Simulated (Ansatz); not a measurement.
## SiO2 (Cristobalite): the dielectric response by several routes

Wanted: ε∞ of SiO2 (Cristobalite) from perturbation theory, a sum over states and the RPA step of G0W0, with cost.

Program: Ansatz 0.2.0. Level of theory: linear response on PBE, plane waves, PAW. Results are calculated unless marked as measured.

The database entry behind the starting cell lists a temperature of 340 K, so it need not match the best structure at ambient conditions.

## (1) The structure

It takes space group P4_12_12 (No. 92, tetragonal). The conventional cell has a = 4.982 Å, b = 4.982 Å, c = 6.963 Å, α = 90.00°, β = 90.00°, γ = 90.00°. Si has 4 O at 1.60 to 1.61 Å nearest. Nearest to O lie 2 Si at 1.60 to 1.61 Å. Farther neighbours and most contacts between anions are not listed.

The cell and positions come from the Crystallography Open Database and are kept as given unless a step says otherwise.

## (2) Response to a homogeneous field

The response to a uniform field gives ε∞, a yardstick for the screening that GW builds on its mesh.

This step: dielectric response by perturbation theory, PBE, plane waves, PAW; PAW set soft_1.

Input file input.yaml:

```yaml
crystal:
  lattice:
    - [4.982, 0.0, 0.0]
    - [0.0, 4.982, 0.0]
    - [0.0, 0.0, 6.963]
  atoms:
    - { symbol: Si, position: [0.29897, 0.29897, 0.0] }
    - { symbol: Si, position: [0.20103, 0.79897, 0.25] }
    - { symbol: Si, position: [0.70103, 0.70103, 0.5] }
    - { symbol: Si, position: [0.79897, 0.20103, 0.75] }
    - { symbol: O, position: [0.23989, 0.10347, 0.17813] }
    - { symbol: O, position: [0.39653, 0.73989, 0.42813] }
    - { symbol: O, position: [0.76011, 0.89653, 0.67813] }
    - { symbol: O, position: [0.60347, 0.26011, 0.92813] }
    - { symbol: O, position: [0.73989, 0.39653, 0.57187] }
    - { symbol: O, position: [0.89653, 0.76011, 0.32187] }
    - { symbol: O, position: [0.26011, 0.60347, 0.07187] }
    - { symbol: O, position: [0.10347, 0.23989, 0.82187] }
kpoints:
  mp_grid: { grid: [4, 4, 4] }
hamiltonian:
  xc: pbe
  pseudopotentials: { kind: paw, azcp: { folder: soft_1 } }
scf:
  occupations: { method: fixed }
dielectric: {}
```

Started as:

```
ansatz run input.yaml --threads 3 --pin off --max-ram 92160MiB --backend cuda --events-out ev --progress --plain --runs-dir out --devices 1 --max-vram 13GiB
```

Numbers of over 12 decimals in the logs are rounded to 6 here.

Output:

```text
GPUs: using 1 of 1 available (devices: 1).
Engine: ansatz 0.2.0, x86_64-unknown-linux-gnu
Pseudopotentials: kind: paw
Pseudopotential: Si, paw, valence charge 4, recommended cutoff 420 eV (normal), soft_1/Si.paw.azcp
Pseudopotential: O, paw, valence charge 6, recommended cutoff 420 eV (normal), soft_1/O.paw.azcp
Functional definition: PBE
  parameter kappa = 0.804
  parameter beta = 0.066725
  exchange = pbe_x(kappa = kappa, mu = beta*pi^2/3)
  correlation = pbe_c(beta = beta)
device memory: the entry about to start is reckoned to put 2.7 GiB on a device that reports 44.7 GiB free (of which the cap on the GPU budget leaves the run 13.0 GiB)
GPU FFT provider: cuFFT
GPU libraries: cuBLAS 13.8.2, cuFFT 12.4.0, cuSOLVER 12.3.4
Crystal: 12 atoms, lattice volume = 172.824 Å³
Basis set: ecut = 420 eV, 3387 PW (Γ), exchange–correlation on 72×72×96 points (8 copies of the dense FFT grid, shifted against one another)
Bands: 44, of which v1, the nominal top of the filled ones, is band 32 counted from 1 (31 counted from 0)
Symmetry: 8 space group operations
k-points: 36 of 64 (irreducible under 1 space group operation, time reversal used)
Non-local potential: Si, projectors of the file, l = 0: 2, l = 1: 2, l = 2: 1
Non-local potential: O, projectors of the file, l = 0: 2, l = 1: 2, l = 2: 1
PAW form: soft (Blöchl's): semilocal exchange-correlation on the pseudo side does not see the compensation charge
PAW one-centre angular grid: Si, 110 points (default); XC on 64 Gauss nodes
PAW one-centre angular grid: O, 110 points (default); XC on 64 Gauss nodes
Initial density: superposition of atomic densities (chi_scale 0.1, normalization cell, long waves kept (reshape's long-wave potential 0.00 eV rms))
Initial wavefunctions: pseudopotential atomic-orbital guess
GPU buffer pool allocated for 62208 grid points (all kernels)
GPU transforms: local potential and band sums: pruned to the plane-wave sphere, on 36×36×48
Functional: x = pbe(κ = 0.804, μ = 0.219515), c = pbe(β = 0.066725)
SCF iter   1: F=—  HF=-7103.493884 eV  |F-HF|=—  |Δ(HF+E_count)|=         —  Δρ=1.28e-1  dr2=2.53e1  ethr=3.10e-3  ⟨swp⟩=4.9  Hψ=6205  notcnv=0  defer=333
preconditioner: auto → Resta (q_TF=auto, 2.312 Å⁻¹)  ε∞=2.5  [insulator: Δε(μ)=7.424 eV  Ē_g=18.184 eV  n_scr=36 (ndim 8)  ℏωp=22.6 eV  f_vac=0.116  ε∞_Penn≈2.5]
SCF iter   2: F=—  HF=-7096.398869 eV  |F-HF|=—  |Δ(HF+E_count)|=    7.10e0  Δρ=4.21e-2  dr2=1.29e0  ethr=3.10e-3  ⟨swp⟩=4.3  Hψ=4314  notcnv=0  defer=333
SCF iter   3: F=—  HF=-7096.290292 eV  |F-HF|=—  |Δ(HF+E_count)|=   1.09e-1  Δρ=2.07e-2  dr2=4.22e-1  ethr=2.01e-3  ⟨swp⟩=2.0  Hψ=1475  notcnv=0  defer=351
SCF iter   4: F=—  HF=-7096.298398 eV  |F-HF|=—  |Δ(HF+E_count)|=   8.11e-3  Δρ=1.58e-3  dr2=3.66e-3  ethr=6.60e-4  ⟨swp⟩=3.0  Hψ=2617  notcnv=0  defer=354
SCF iter   5: F=—  HF=-7096.303561 eV  |F-HF|=—  |Δ(HF+E_count)|=   5.16e-3  Δρ=3.70e-4  dr2=1.73e-4  ethr=5.72e-6  ⟨swp⟩=3.2  Hψ=2664  notcnv=0  defer=357
SCF iter   6: F=—  HF=-7096.303687 eV  |F-HF|=—  |Δ(HF+E_count)|=   1.26e-4  Δρ=5.75e-5  dr2=5.71e-6  ethr=2.70e-7  ⟨swp⟩=2.0  Hψ=2333  notcnv=0  defer=357
SCF iter   7: F=—  HF=-7096.303917 eV  |F-HF|=—  |Δ(HF+E_count)|=   2.31e-4  Δρ=9.78e-6  dr2=1.67e-7  ethr=8.92e-9  ⟨swp⟩=2.0  Hψ=2648  notcnv=0  defer=357
SCF iter   8: F=—  HF=-7096.303918 eV  |F-HF|=—  |Δ(HF+E_count)|=   3.42e-7  Δρ=2.49e-6  dr2=7.53e-9  ethr=2.60e-10  ⟨swp⟩=2.5  Hψ=2758  notcnv=0  defer=357
SCF iter   9: F=—  HF=-7096.303918 eV  |F-HF|=—  |Δ(HF+E_count)|=   1.33e-8  Δρ=3.01e-7  dr2=1.18e-10  ethr=1.18e-11  ⟨swp⟩=2.0  Hψ=2253  notcnv=0  defer=357
SCF iter  10: F=-7096.303918 eV  HF=-7096.303918 eV  |F-HF|=1.82e-12  |Δ(HF+E_count)|=  4.22e-10  Δρ=5.79e-8  dr2=4.04e-12  ethr=1.00e-12  ⟨swp⟩=14.4  Hψ=8232  notcnv=0
SCF 1 converged in 10 iterations: F = -7096.303918 eV  dr2 = 4.04e-12
  greatest PAW one-centre occupation: 0.861 electrons in one spin orbital (limit 2), on the O atom at site 10 (counted from 0), in its partial waves of l = 0
the response reads at least the filled bands of the reference SCF and the lowest empty band at each k-point, and that SCF's band table does not vouch for those bands. The notice of the band table in this run's record says why
device memory: the entry about to start is reckoned to put 0.1 GiB (of the 0.2 GiB reckoned in all, the device holds 0.1 GiB already) on a device that reports 37.7 GiB free (of which the cap on the GPU budget leaves the run 12.9 GiB)
device memory: the entry about to start is reckoned to put 2.1 GiB (of the 2.2 GiB reckoned in all, the device holds 0.1 GiB already) on a device that reports 37.7 GiB free (of which the cap on the GPU budget leaves the run 12.9 GiB)
DFPT response loops at Γ: preconditioner auto → none (the input reference at scf.mixing.eps_inf says where Resta's filter doesn't serve); β = 0.50; Broyden in place of MSR1
── the response to a field inside a basis, on 4×4×4 k-points: an SCF that follows is theirs, and a resumed run solves both again ──
device memory: the entry about to start is reckoned to put 0.3 GiB on a device that reports 57.6 GiB free (of which the cap on the GPU budget leaves the run 12.9 GiB)
GPU FFT provider: cuFFT
GPU libraries: cuBLAS 13.8.2, cuFFT 12.4.0, cuSOLVER 12.3.4
Bands: 33, of which v1, the nominal top of the filled ones, is band 32 counted from 1 (31 counted from 0)
k-points: 6 of 64 (time reversal used)
Initial density: handed on by an earlier stage of this run
Initial wavefunctions: pseudopotential atomic-orbital guess (no wavefunctions were taken with the density)
GPU buffer pool allocated for 62208 grid points (all kernels)
GPU transforms: band sums: pruned to the plane-wave sphere, on 36×36×48
Eigensolver: Dense (6 Hₖ)
SCF iter   1: F=—  HF=-7096.115155 eV  |F-HF|=—  |Δ(HF+E_count)|=         —  Δρ=3.86e-4  dr2=6.88e-5  ethr=1.00e-1
preconditioner: auto → Resta (q_TF=auto, 2.312 Å⁻¹)  ε∞=3.5  [insulator: Δε(μ)=6.271 eV  Ē_g=14.331 eV  n_scr=36 (ndim 8)  ℏωp=22.6 eV  f_vac=0.231  ε∞_Penn≈3.5]
SCF iter   2: F=—  HF=-7096.115185 eV  |F-HF|=—  |Δ(HF+E_count)|=   2.99e-5  Δρ=1.90e-4  dr2=2.08e-5  ethr=1.07e-7
SCF iter   3: F=—  HF=-7096.115198 eV  |F-HF|=—  |Δ(HF+E_count)|=   1.35e-5  Δρ=5.58e-5  dr2=2.28e-6  ethr=3.25e-8
SCF iter   4: F=—  HF=-7096.115198 eV  |F-HF|=—  |Δ(HF+E_count)|=   1.94e-7  Δρ=6.70e-6  dr2=1.06e-7  ethr=3.57e-9
SCF iter   5: F=-7096.115198 eV  HF=-7096.115198 eV  |F-HF|=2.52e-9  |Δ(HF+E_count)|=   3.65e-8  Δρ=9.34e-7  dr2=1.98e-9  ethr=1.65e-10
SCF 1 converged in 5 iterations: F = -7096.115198 eV  dr2 = 1.98e-9
  greatest PAW one-centre occupation: 0.861 electrons in one spin orbital (limit 2), on the O atom at site 11 (counted from 0), in its partial waves of l = 0
device memory: the entry about to start is reckoned to put 0.1 GiB on a device that reports 55.7 GiB free (of which the cap on the GPU budget leaves the run 12.9 GiB)
device memory: the entry about to start is reckoned to put 2.1 GiB on a device that reports 52.1 GiB free (of which the cap on the GPU budget leaves the run 12.7 GiB)
DFPT response loops at Γ: mixed as the last ones told, above
SCF converged after 10 iterations
Free energy (F): -7096.303918 eV
Harris-Foulkes:  -7096.303918 eV  (|F-HF|=1.82e-12)
Internal energy: -7096.303918 eV  (E = F + TS)
E sigma→0 (E₀):  -7096.303918 eV
Fermi energy:    1.321772 eV
--- Per-component energies (eV) ---
  E_band       = -359.497587
  E_kinetic    = 1560.309173
  E_local      = -4519.465875  (includes V_loc(G=0)·N_el)
  E_nonlocal   = 508.727656
  E_hartree    = 1694.189771
  E_xc         = -805.092274
  E_vxc        = -930.475104  (∫ρ·V_xc dr)
  E_paw        = -3359.149657  (= ΣΔE_a)
  E_vpaw       = -366.979780  (= ΣTr[D̂ρ^β])
  E_aug_tail   = 0.006701  (compensation charges beyond the density's cutoff)
  E_ewald      = -2175.829413
  E_smearing   = -0.000000  (= −TS)
  E_closure    = -0.000000  (closes the sum)
  Σ components = -7096.303918   (vs F -7096.303918, Δ=0.00e0)
--- Band table (eV; the first three rows and the last of 36) ---
  k-point 0: bands = [... 28 lower, 0.6651, 1.0506, 1.0506, 1.3218, 7.0871, 10.2078, 10.2078, 10.6182, ... 8 higher]
  k-point 1: bands = [... 28 lower, 0.7105, 0.8596, 1.0186, 1.2076, 7.4318, 9.4299, 10.4304, 10.7670, ... 8 higher]
  k-point 2: bands = [... 28 lower, 0.8115, 0.8115, 0.9298, 0.9298, 8.3213, 8.3213, 10.8504, 10.8504, ... 8 higher]
  k-point 35: bands = [... 28 lower, 0.6894, 0.6894, 0.6894, 0.6894, 10.6189, 10.6189, 10.6189, 10.6189, ... 8 higher]
--- Dielectric response (ions clamped): 3 representative field directions + reference, inside a basis on a mesh of 64 k-points (Σ response iterations 15) ---
  ε∞ (high-frequency dielectric tensor):
        2.259354     0.000000    -0.000000
        0.000000     2.259354     0.000000
       -0.000000     0.000000     2.250286
  Born effective charges Z* (e; rows j = field, columns β = displacement):
    site 0:
         3.34929    0.01846    0.18611
         0.01846    3.34929   -0.18611
        -0.33867    0.33867    3.31564
    site 1:
         3.34929   -0.01846    0.18611
        -0.01846    3.34929    0.18611
        -0.33867   -0.33867    3.31564
    site 2:
         3.34929    0.01846   -0.18611
         0.01846    3.34929    0.18611
         0.33867   -0.33867    3.31564
    site 3:
         3.34929   -0.01846   -0.18611
        -0.01846    3.34929   -0.18611
         0.33867    0.33867    3.31564
    site 4:
        -1.03392   -0.15565    0.06883
        -0.21629   -2.31537    0.83038
         0.20678    0.82439   -1.65782
    site 5:
        -2.31537    0.21629   -0.83038
         0.15565   -1.03392    0.06883
        -0.82439    0.20678   -1.65782
    site 6:
        -1.03392   -0.15565   -0.06883
        -0.21629   -2.31537   -0.83038
        -0.20678   -0.82439   -1.65782
    site 7:
        -2.31537    0.21629    0.83038
         0.15565   -1.03392   -0.06883
         0.82439   -0.20678   -1.65782
    site 8:
        -1.03392    0.15565   -0.06883
         0.21629   -2.31537    0.83038
        -0.20678    0.82439   -1.65782
    site 9:
        -2.31537   -0.21629    0.83038
        -0.15565   -1.03392    0.06883
         0.82439    0.20678   -1.65782
    site 10:
        -1.03392    0.15565    0.06883
         0.21629   -2.31537   -0.83038
         0.20678   -0.82439   -1.65782
    site 11:
        -2.31537   -0.21629   -0.83038
        -0.15565   -1.03392   -0.06883
        -0.82439   -0.20678   -1.65782
  Z* charge neutrality: 3.644e-3 e pre-enforcement
  solved inside a basis spanned on kpoints, on 4×4×4 k-points, its susceptibility summed on 8×8×6: ε∞ is read to err by 8.1e-3, Z* by 1.2e-2 e (field_mesh: kpoints solves on kpoints); Z* is corrected for what the basis lacks
```

Run time: 34 s. Hardware: 1 × NVIDIA H100 80GB HBM3 (shared by 6 runs) with 3 threads of AMD EPYC 7R13 (Zen 3), shared host; peak memory 1.9 GiB; 36 s of CPU time.

This step gave:

```yaml
stated_error_of_eps_infinity: 0.0081
```

One over ε∞ averages 0.44, above the quarter of exact exchange in PBE0, which should therefore fall short.

High-frequency dielectric tensor:

```
2.26 0.00 0.00
0.00 2.26 0.00
0.00 0.00 2.25
```

Born effective charge (e), principal values of the symmetric part by kind of site:

```csv
atom,atoms with these values,low,middle,high,mean
Si1,4,3.22,3.37,3.43,3.34
O5,8,-2.91,-1.10,-1.00,-1.67
```

In full for O5:

```
-1.03 -0.16  0.07
-0.22 -2.32  0.83
 0.21  0.82 -1.66
```

## (3) Independent-particle spectrum

The independent-particle spectrum shows where the oscillator strength lies, before excitons and local fields.

This step: independent-particle optics on PBE, plane waves, PAW; PAW set soft_1.

Edit input.yaml of step 2 so:

```diff
@@ -19,3 +19,3 @@
 kpoints:
-  mp_grid: { grid: [4, 4, 4] }
+  mp_grid: { grid: [6, 6, 4] }
 hamiltonian:
@@ -25,2 +25,4 @@
   occupations: { method: fixed }
-dielectric: {}
+  n_extra_bands: 118
+output:
+  optics: { e_range: [0, 25], de: 0.1, sigma: 0.2 }
```

Output:

```text
[...]
GPUs: using 1 of 1 available (devices: 1).
[...]
GPU FFT provider: cuFFT
GPU libraries: cuBLAS 13.8.2, cuFFT 12.4.0, cuSOLVER 12.3.4
Crystal: 12 atoms, lattice volume = 172.824 Å³
Basis set: ecut = 420 eV, 3387 PW (Γ)
Bands: 150, of which v1, the nominal top of the filled ones, is band 32 counted from 1 (31 counted from 0)
Symmetry: 8 space group operations
[...]
k-points: 30 of 144 (time reversal used)
[...]
GPU buffer pool allocated for 62208 grid points (all kernels)
[...]
SCF iter   1: F=—  HF=-7103.496232 eV  |F-HF|=—  |Δ(HF+E_count)|=         —  Δρ=1.28e-1  dr2=2.53e1  ethr=3.10e-3  ⟨swp⟩=4.3  Hψ=16224  notcnv=0  defer=3447
[...]
SCF iter   9: F=-7096.304425 eV  HF=-7096.304425 eV  |F-HF|=9.09e-13  |Δ(HF+E_count)|=  1.77e-10  Δρ=7.50e-8  dr2=5.91e-12  ethr=1.00e-12  ⟨swp⟩=19.2  Hψ=47085  notcnv=0
SCF 1 converged in 9 iterations: F = -7096.304425 eV  dr2 = 5.91e-12
[...]
Optics k sum: 0 of 30 k-points
Optics k sum: 2 of 30 k-points
[...]
Optics k sum: 30 of 30 k-points
[...]
SCF converged after 9 iterations
Free energy (F): -7096.304425 eV
[...]
Internal energy: -7096.304425 eV  (E = F + TS)
E sigma→0 (E₀):  -7096.304425 eV
Fermi energy:    1.321771 eV
[...]
--- Band table (eV; the first three rows and the last of 30) ---
  k-point 0: bands = [... 28 lower, 0.6651, 1.0506, 1.0506, 1.3218, 7.0868, 10.2076, 10.2076, 10.6181, ... 114 higher]
  k-point 1: bands = [... 28 lower, 0.7105, 0.8596, 1.0186, 1.2076, 7.4315, 9.4296, 10.4304, 10.7670, ... 114 higher]
  k-point 2: bands = [... 28 lower, 0.8115, 0.8115, 0.9298, 0.9298, 8.3210, 8.3210, 10.8504, 10.8504, ... 114 higher]
  k-point 29: bands = [... 28 lower, 0.6894, 0.6894, 0.6894, 0.6894, 10.6186, 10.6186, 10.6186, 10.6186, ... 114 higher]
```

Elapsed: 52 s, on 1 × NVIDIA H100 80GB HBM3 (shared by 6 runs) with 3 threads; peak memory 2.4 GiB; 51 s of CPU time.

This step gave:

* ε∞ without local fields (xx, yy, zz): 2.352, 2.352, 2.375
* electrons in the f-sum (xx, yy, zz): 45.72, 45.72, 45.97
* bands in the explicit sum (the static value is completed to all bands): 150

The sum gives ε∞ = 2.35 and 2.38 without local fields.

The ε₂ has structure finer than the step of the table below, so its rows give means over 1 eV, whole bins alone (the curve runs from 0 to 25 eV). Peaks (eV: height): xx=yy 10.4: 3.36, 15.5: 2.75; zz 9.7: 3.01, 13.9: 2.65, 15.3: 2.69, 18.4: 1.64.

Independent particles, no local fields, Gaussian width 0.2 eV. ε₂ against photon energy; means over each step:

```csv
photon energy (eV),xx=yy,zz
5,0,0
6,0.00174,7.8e-4
7,0.0306,0.0288
8,0.520,0.534
9,1.46,1.51
10,2.58,2.63
11,2.60,2.36
12,2.27,2.17
13,1.69,1.94
14,1.78,2.45
15,2.31,2.46
16,2.04,2.18
17,1.81,1.70
18,1.73,1.46
19,1.32,1.38
20,1.00,1.11
21,0.871,0.774
22,0.928,0.779
23,0.717,0.740
24,0.560,0.539
```

[end of part 1 of 2]

[Paths, hosts, dates, memory and timing lines, banners, echoed tables and standing remarks are left out of the program output.]

[Logs are printed without paths, hosts, clocks, repeated set-up lines and the standing remarks that a program may print on its own settings, such as how far it seeks lower states.]

[Runs of the session that timed out or met a known fault of the program may be left out.]

[Cells called generated may have been cut or substituted from an entry of the Crystallography Open Database or the Materials Project.]

[Hosts, paths, dates, database ids (printed as entryN), source tags and the programs' standing remarks are cut or masked in the printed files.]
